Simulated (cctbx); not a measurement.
# Lattice, Laue class and space group of a new crystal

Cell: a = 8.5380 Å, b = 3.9950 Å, c = 11.2020 Å, α = 90.00°, β = 90.00°, γ = 90.00°. Expected content of the cell: Bi8 Ta4 Ni4.

The data are simulated with cctbx, not measured: Cu Kα, λ = 1.54184 Å, to d = 0.83 Å, 80 % of the full sphere, strongest reflection 20000 counts, noise from counting, a 2 % proportional error and a noise floor of 8 counts (s.d.); no absorption.

A first pass over the reflections prints:

```text
2251 reflections to d = 0.830 A
centring   violations  <I/sigma> of those
    A        777 of  1137     14.3
    B        827 of  1121     13.8
    C        824 of  1132     14.1
    I        848 of  1145     14.9
    R       1125 of  1521     14.6
    F       1214 of  1695     14.1
Laue class    unique    Rint  (classes that these axes allow; Friedel mates merged)
P -1             1357   0.023
P 1 2/m 1         811   0.026
P 1 1 2/m         747   0.027
P 2/m 1 1         755   0.027
P m m m           457   0.029
space group    extra absences  I>4sigma  <I/sigma>
P 2 2 2                 0          0         -  acentric
P 2 2 21               13          0      -0.1  acentric
P 21 2 2                9          0       0.2  acentric
P 2 21 2                4          0       0.1  acentric
P 21 21 2              13          0       0.2  acentric
P 2 21 21              17          0      -0.0  acentric
P 21 2 21              22          0       0.0  acentric
P 21 21 21             26          0       0.1  acentric
P m m 2                 0          0         -  acentric
P 2 m m                 0          0         -  acentric
P m 2 m                 0          0         -  acentric
P 21 m a               64          0      -0.1  acentric
P m 2 a                64          0      -0.1  acentric
P n m 21               82          0      -0.1  acentric
P n 21 m               82          0      -0.1  acentric
P n 21 a              146          0      -0.1  acentric
P m m m                 0          0         -  centric
P m m a                64          0      -0.1  centric
P n m m :1             82          0      -0.1  centric
P n m m :2             82          0      -0.1  centric
P n m a               146          0      -0.1  centric
Wilson B = 0.94 A^2   <|E^2-1|> = 0.901 (0.968 centric, 0.736 acentric)   E^2>4: 2.9 %
shell (A)         n   <I/sigma>
11.20 - 1.66     72     27.3
 1.66 - 1.32     55     37.0
 1.32 - 1.15     58     29.1
 1.15 - 1.05     53     27.3
 1.05 - 0.97     53     30.6
 0.97 - 0.91     57     24.2
 0.91 - 0.87     51     27.5
 0.87 - 0.83     58     28.4
```

Q: Read the symmetry from these tables.

Every centring test has many violations, so the lattice is primitive.

Rint stays low (0.023 to 0.029) up to P m m m, the highest class in these axes.

21 settings pass the absence test. The most absences obeyed, 146, belong to P n 21 a and P n m a, which absences can't tell apart.

⟨|E²−1|⟩ = 0.901 leans to a centrosymmetric structure. The Wilson B of 0.94 Å² means U ≈ 0.0119 Å².

The true group is Pnma (no. 62), Laue class mmm, centrosymmetric. The tables only narrow the choice to the tied entries; cell content, site symmetry and trial solutions must settle it.

The model was made for the exercise: a known structure type with other elements put in, its volume estimated, not relaxed; displacement parameters are assumed.

[Logs are printed without paths, hosts, clocks, repeated set-up lines and the standing remarks that a program may print on its own settings, such as how far it seeks lower states.]
